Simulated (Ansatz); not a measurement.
# Work function of V(111): what the settings cost and change

How far do functional and pseudopotentials move the work function of V(111), and at what cost?

Main program and level: Ansatz 0.2.0; plane-wave DFT, PBE, Ansatz PAW, in the first sound run; inputs show where later runs differ.

The raw output is cut from this account; settings, times and results stay.

## (1) Starting point

The cell holds 11 atoms: 11 V. Its edges and angles: a = 4.271 Å, b = 4.271 Å, c = 26.718 Å, α = 90.0°, β = 90.0°, γ = 60.0°. Vacuum lies along c.

## (2) Run, setting PBE, Ansatz PAW (420 eV)

A work function rests on the faint tail of the density, so the SCF threshold is tight. PBE on the default files comes first; the next runs keep the geometry and change functional or files, each at the cutoff that its files recommend; a relaxation and, for heavy metals, spin-orbit coupling close the ladder.

The input, input.yaml:

```yaml
crystal:
  lattice:
    - [4.2709249584, 0.0, 0.0]
    - [2.1354624792, 3.6987295116, 0.0]
    - [0.0, 0.0, 26.7179890648]
  atoms:
    - { symbol: V, position: [0.6666666667, 0.6666666667, 0.3368516986] }
    - { symbol: V, position: [0.0, 0.0, 0.3694813589] }
    - { symbol: V, position: [0.3333333333, 0.3333333333, 0.4021110192] }
    - { symbol: V, position: [0.6666666667, 0.6666666667, 0.4347406794] }
    - { symbol: V, position: [0.0, 0.0, 0.4673703397] }
    - { symbol: V, position: [0.3333333333, 0.3333333333, 0.5] }
    - { symbol: V, position: [0.6666666667, 0.6666666667, 0.5326296603] }
    - { symbol: V, position: [0.0, 0.0, 0.5652593206] }
    - { symbol: V, position: [0.3333333333, 0.3333333333, 0.5978889808] }
    - { symbol: V, position: [0.6666666667, 0.6666666667, 0.6305186411] }
    - { symbol: V, position: [0.0, 0.0, 0.6631483014] }
kpoints:
  mp_grid: { grid: [11, 11, 1] }
hamiltonian:
  xc: pbe
scf:
  occupations: { method: fermi_dirac, width: 0.1 }
  convergence: { dr2_threshold: 1.0e-09 }
efield:
  axis: 3
  dipole_correction: true
  ramp_position: 0.97
  ramp_width: 0.06
output:
  write_potential: true
  write_density: true
  volumetric_format: npy
  elf: true
```

The run is started by

```console
$ ansatz run input.yaml --threads 4 --pin off --max-ram 6144MiB --backend cpu --events-out ev --progress --plain --runs-dir out
```

Run time: 77 s. Hardware: 4 threads of Arm Neoverse N1, shared host; peak memory 1.3 GiB; 3.7 min of CPU time.

Numbers from this step:

- energy at zero smearing: -32030.4469 eV
- work function, upper face: 3.483 eV

Running mean over 0.8718 Å of the planar mean; the ramp of the sawtooth is left out. Table of electron's electrostatic potential energy less the Fermi level by z:

```
z (Å)  electron's electrostatic potential energy less the Fermi level (eV)
  3.5                                                                 3.48
  4.0                                                                 3.48
  4.5                                                                 3.48
  5.0                                                                 3.48
  5.5                                                                 3.47
  6.0                                                                 3.45
  6.5                                                                 3.39
  7.0                                                                 3.21
  7.5                                                                 2.67
  8.0                                                                0.987
  8.5                                                                -2.30
  9.0                                                                -5.67
  9.5                                                                -7.54
 10.0                                                                -7.77
 10.5                                                                -7.75
 11.0                                                                -7.77
 11.5                                                                -7.75
 12.0                                                                -7.73
 12.5                                                                -7.73
 13.0                                                                -7.74
 13.5                                                                -7.74
 14.0                                                                -7.74
 14.5                                                                -7.73
 15.0                                                                -7.74
 15.5                                                                -7.76
 16.0                                                                -7.76
 16.5                                                                -7.76
 17.0                                                                -7.72
 17.5                                                                -6.78
 18.0                                                                -3.83
 18.5                                                               -0.350
 19.0                                                                 2.19
 19.5                                                                 3.04
 20.0                                                                 3.33
 20.5                                                                 3.43
 21.0                                                                 3.47
 21.5                                                                 3.48
 22.0                                                                 3.48
 22.5                                                                 3.48
 23.0                                                                 3.48
 23.5                                                                 3.48
```

ELF in the ca plane at fractional y = 0.000, with atoms of V within 0.2 Å of it. It is the smooth field of the valence electrons, not physical close to the nuclei.

Values, 6 rows by 16 columns, each cell a mean:
```
0.19 0.35 0.27 0.60 0.28 0.43 0.46 0.25 0.59 0.33 0.36 0.59 0.08 0.02 0.00 0.00
0.13 0.33 0.31 0.29 0.42 0.32 0.32 0.44 0.29 0.38 0.40 0.23 0.13 0.05 0.01 0.00
0.06 0.13 0.22 0.42 0.29 0.37 0.37 0.29 0.41 0.31 0.29 0.40 0.32 0.09 0.01 0.00
0.07 0.17 0.27 0.44 0.34 0.40 0.40 0.35 0.42 0.35 0.35 0.38 0.29 0.08 0.01 0.00
0.15 0.37 0.27 0.28 0.39 0.28 0.28 0.41 0.27 0.34 0.36 0.25 0.09 0.04 0.01 0.00
0.20 0.33 0.31 0.70 0.27 0.51 0.54 0.24 0.69 0.37 0.40 0.68 0.10 0.02 0.00 0.00
```
Columns run along c (16.0 Å, from fractional 0.25 to 0.85 of the cell), rows up along a (4.3 Å). Atoms in or near the plane, at fractional coordinates: V at (0.37, 0.00), V at (0.47, 0.00), V at (0.57, 0.00), V at (0.66, 0.00).

Electrostatic potential energy in the ca plane at fractional y = 0.000, with atoms of V within 0.2 Å of it. With pseudopotentials it is smooth inside the atoms' cores, unlike the true potential.

Ten even steps from '0' (-28 eV) to '9' (7 eV), each cell a mean:
```
99999961010377201027840101685011048999999999
99999985102688620158872014897310378999999999
99999998777899877789988778999877789999999999
99999999999999999999999999999999999999999999
99999888999888899988889998888899999999999999
99999888998888899988888998888899999999999999
99999989999888899988889999888899999999999999
99999998888999988899998888999888899999999999
99999987445899853579986447898644688999999999
99999972000488400037850002786100068999999999
99999960120277202116730210584022047899999999
```
Columns run along c (16.0 Å, from fractional 0.25 to 0.85 of the cell; values clipped at the 3rd and 97th percentile), rows up along a (4.3 Å). Atoms in or near the plane, at fractional coordinates: V at (0.37, 0.00), V at (0.47, 0.00), V at (0.57, 0.00), V at (0.66, 0.00).

Valence density in the ca plane at fractional y = 0.000, with atoms of V within 0.2 Å of it. It is the smooth field of the valence electrons, not physical close to the nuclei.

Ten steps, logarithmic in the rise over the least value, from '0' (0 e/Å³) to '9' (15 e/Å³), each cell a mean:
```
00000125897422489852237986323699620000000000
00000113564222246532224653222455310000000000
00000111222222222222222222222222100000000000
00000111122222222222222222222111100000000000
00000111112222222222222222222111000000000000
00000111112222222222222222222111000000000000
00000111122222222222222222222111000000000000
00000111222222222222222222222211100000000000
00000112343222234322223332222233210000000000
00000114786322368742236875223577520000000000
00000126998422589962248996323799730000000000
```
Columns run along c (16.0 Å, from fractional 0.25 to 0.85 of the cell), rows up along a (4.3 Å). Atoms in or near the plane, at fractional coordinates: V at (0.37, 0.00), V at (0.47, 0.00), V at (0.57, 0.00), V at (0.66, 0.00).

The work function is 3.483 eV.

## (3) Slab

This step: plane-wave DFT, LDA, Ansatz PAW (Ansatz 0.2.0).

input.yaml, as its differences from that of step 2:

```diff
@@ -20,3 +20,3 @@
 hamiltonian:
-  xc: pbe
+  xc: lda
 scf:
@@ -33,2 +33 @@
   volumetric_format: npy
-  elf: true
```

The job ended after 75 s (4 threads; peak memory 1.3 GiB).

The work function is 3.736 eV, +0.253 eV from the run “PBE, Ansatz PAW (420 eV)”, at 0.98 times its CPU time.

## (4) Run

This step: plane-wave DFT, PBEsol, Ansatz PAW (Ansatz 0.2.0).

input.yaml, as its differences from that of step 3:

```diff
@@ -20,3 +20,3 @@
 hamiltonian:
-  xc: lda
+  xc: pbesol
 scf:
```

The job ended after 77 s (4 threads; peak memory 1.3 GiB).

The work function is 3.544 eV, +0.060 eV from the run “PBE, Ansatz PAW (420 eV)”, at 1.0 times its CPU time.

## (5) Slab

This step: plane-wave DFT, RPBE, Ansatz PAW (Ansatz 0.2.0).

input.yaml, as its differences from that of step 4:

```diff
@@ -20,3 +20,3 @@
 hamiltonian:
-  xc: pbesol
+  xc: rpbe
 scf:
```

Wall time 72 s (4 threads); peak memory 1.3 GiB.

The work function is 3.342 eV, -0.141 eV from the run “PBE, Ansatz PAW (420 eV)”, at 0.97 times its CPU time.

## (6) Run

This step: plane-wave DFT, r2SCAN, Ansatz PAW (Ansatz 0.2.0).

input.yaml, as its differences from that of step 5:

```diff
@@ -20,3 +20,3 @@
 hamiltonian:
-  xc: rpbe
+  xc: r2scan
 scf:
```

Wall time 2.5 min (4 threads); peak memory 2.1 GiB; 7.6 min of CPU time.

The work function is 3.480 eV, -0.003 eV from the run “PBE, Ansatz PAW (420 eV)”, at 2.0 times its CPU time.

## (7) Run

This step: plane-wave DFT, PBE, JTH PAW (Ansatz 0.2.0).

input.yaml, as its differences from that of step 6:

```diff
@@ -20,3 +20,4 @@
 hamiltonian:
-  xc: r2scan
+  xc: pbe
+  pseudopotentials: { kind: paw, source: jth }
 scf:
```

Elapsed: 11 min, on 4 threads; peak memory 5.3 GiB.

The work function is 3.482 eV, -0.002 eV from the run “PBE, Ansatz PAW (420 eV)”, at 10 times its CPU time.

## (8) Run

This step: plane-wave DFT, PBE, norm-conserving (Ansatz 0.2.0).

input.yaml, as its differences from that of step 7:

```diff
@@ -21,3 +21,3 @@
   xc: pbe
-  pseudopotentials: { kind: paw, source: jth }
+  pseudopotentials: { kind: nc }
 scf:
```

Wall time 8.3 min (4 threads); peak memory 4.3 GiB; 29 min of CPU time.

The work function is 3.484 eV, +0.000 eV from the run “PBE, Ansatz PAW (420 eV)”, at 7.8 times its CPU time.

## (9) Slab

This step: plane-wave DFT, LDA, norm-conserving (Ansatz 0.2.0).

input.yaml, as its differences from that of step 8:

```diff
@@ -20,3 +20,3 @@
 hamiltonian:
-  xc: pbe
+  xc: lda
   pseudopotentials: { kind: nc }
```

The job ended after 8.1 min (4 threads; peak memory 4.2 GiB; 30 min of CPU time).

The work function is 3.735 eV, +0.252 eV from the run “PBE, Ansatz PAW (420 eV)”, at 8.0 times its CPU time.

## (10) Slab, setting PBE, all layers relaxed

This step: plane-wave DFT, PBE, Ansatz PAW (Ansatz 0.2.0).

input.yaml, as its differences from that of step 9:

```diff
@@ -20,4 +20,3 @@
 hamiltonian:
-  xc: lda
-  pseudopotentials: { kind: nc }
+  xc: pbe
 scf:
@@ -30,2 +29,5 @@
   ramp_width: 0.06
+relax:
+  f_tol: 0.01
+  max_steps: 40
 output:
```

The job ended after 3.7 min (4 threads; peak memory 1.2 GiB; 14 min of CPU time).

The relaxation took 6 steps and lowered the energy by 0.68 eV; the largest force on the free atoms ends at 0.0068 eV/Å.

The work function is 3.804 eV, +0.320 eV from the run “PBE, Ansatz PAW (420 eV)”, at 3.7 times its CPU time.

## (11) Comparing the runs

Times are for 4 threads of Arm Neoverse N1, shared host. Results by setting:

```
no.                         setting  work function, upper face (eV)     time  memory (GiB)
  1        PBE, Ansatz PAW (420 eV)                           3.483     77 s           1.3
  2        LDA, Ansatz PAW (420 eV)                           3.736     75 s           1.3
  3     PBEsol, Ansatz PAW (420 eV)                           3.544     77 s           1.3
  4       RPBE, Ansatz PAW (420 eV)                           3.342     72 s           1.3
  5     r2SCAN, Ansatz PAW (500 eV)                           3.480  2.5 min           2.1
  6          PBE, JTH PAW (1410 eV)                           3.482   11 min           5.3
  7  PBE, norm-conserving (1143 eV)                           3.484  8.3 min           4.3
  8  LDA, norm-conserving (1143 eV)                           3.735  8.1 min           4.2
  9         PBE, all layers relaxed                           3.804  3.7 min           1.2
```

## (12) The same run with other settings

An input spoilt on purpose, to show how the run answers: it repeats the earlier run “PBE, Ansatz PAW (420 eV)” with efield.amplitude to 3.0, and scf.max_iter set to 50; its output block differs too.

input.yaml, as its differences from that of step 10:

```diff
@@ -24,2 +24,3 @@
   convergence: { dr2_threshold: 1.0e-09 }
+  max_iter: 50
 efield:
@@ -29,5 +30,3 @@
   ramp_width: 0.06
-relax:
-  f_tol: 0.01
-  max_steps: 40
+  amplitude: 3.0
 output:
```

The job ended after 2.5 min (4 threads; peak memory 1.3 GiB).

In so strong a field the program warns of density in the ramp of the sawtooth; these numbers are not the system's.

## (13) Results

```
work function, PBE, Ansatz PAW (420 eV)    : 3.483 eV
work function, LDA, Ansatz PAW (420 eV)    : 3.736 eV
work function, RPBE, Ansatz PAW (420 eV)   : 3.342 eV
work function, r2SCAN, Ansatz PAW (500 eV) : 3.480 eV
work function, PBE, all layers relaxed     : 3.804 eV
```

What this shows: PBE on the default files gives 3.48 eV, and the settings tried spread the value from 3.34 to 3.80 eV. At one geometry LDA lies 0.25 eV above PBE. The choice of pseudopotentials moves the PBE value by 0.002 eV. Relaxing the layers changes it by +0.320 eV. The ladder's slabs use the tabulated experimental lattice constant (two decimals; a low-temperature value for the alkali metals). The main runs have no spin polarisation; a magnetic state could lie lower and would change these results.

[Long decimals in the printed logs are rounded to 6 places.]

[Logs are printed without paths, hosts, clocks, repeated set-up lines and the standing remarks that a program may print on its own settings, such as how far it seeks lower states.]

[Hosts, paths, dates, database ids (printed as entryN), source tags and the programs' standing remarks are cut or masked in the printed files.]

[Maps of the electrostatic potential energy from Ansatz leave out the sawtooth potential of an applied field or a dipole correction, so their vacuum need not be flat; planar profiles and work functions include it.]
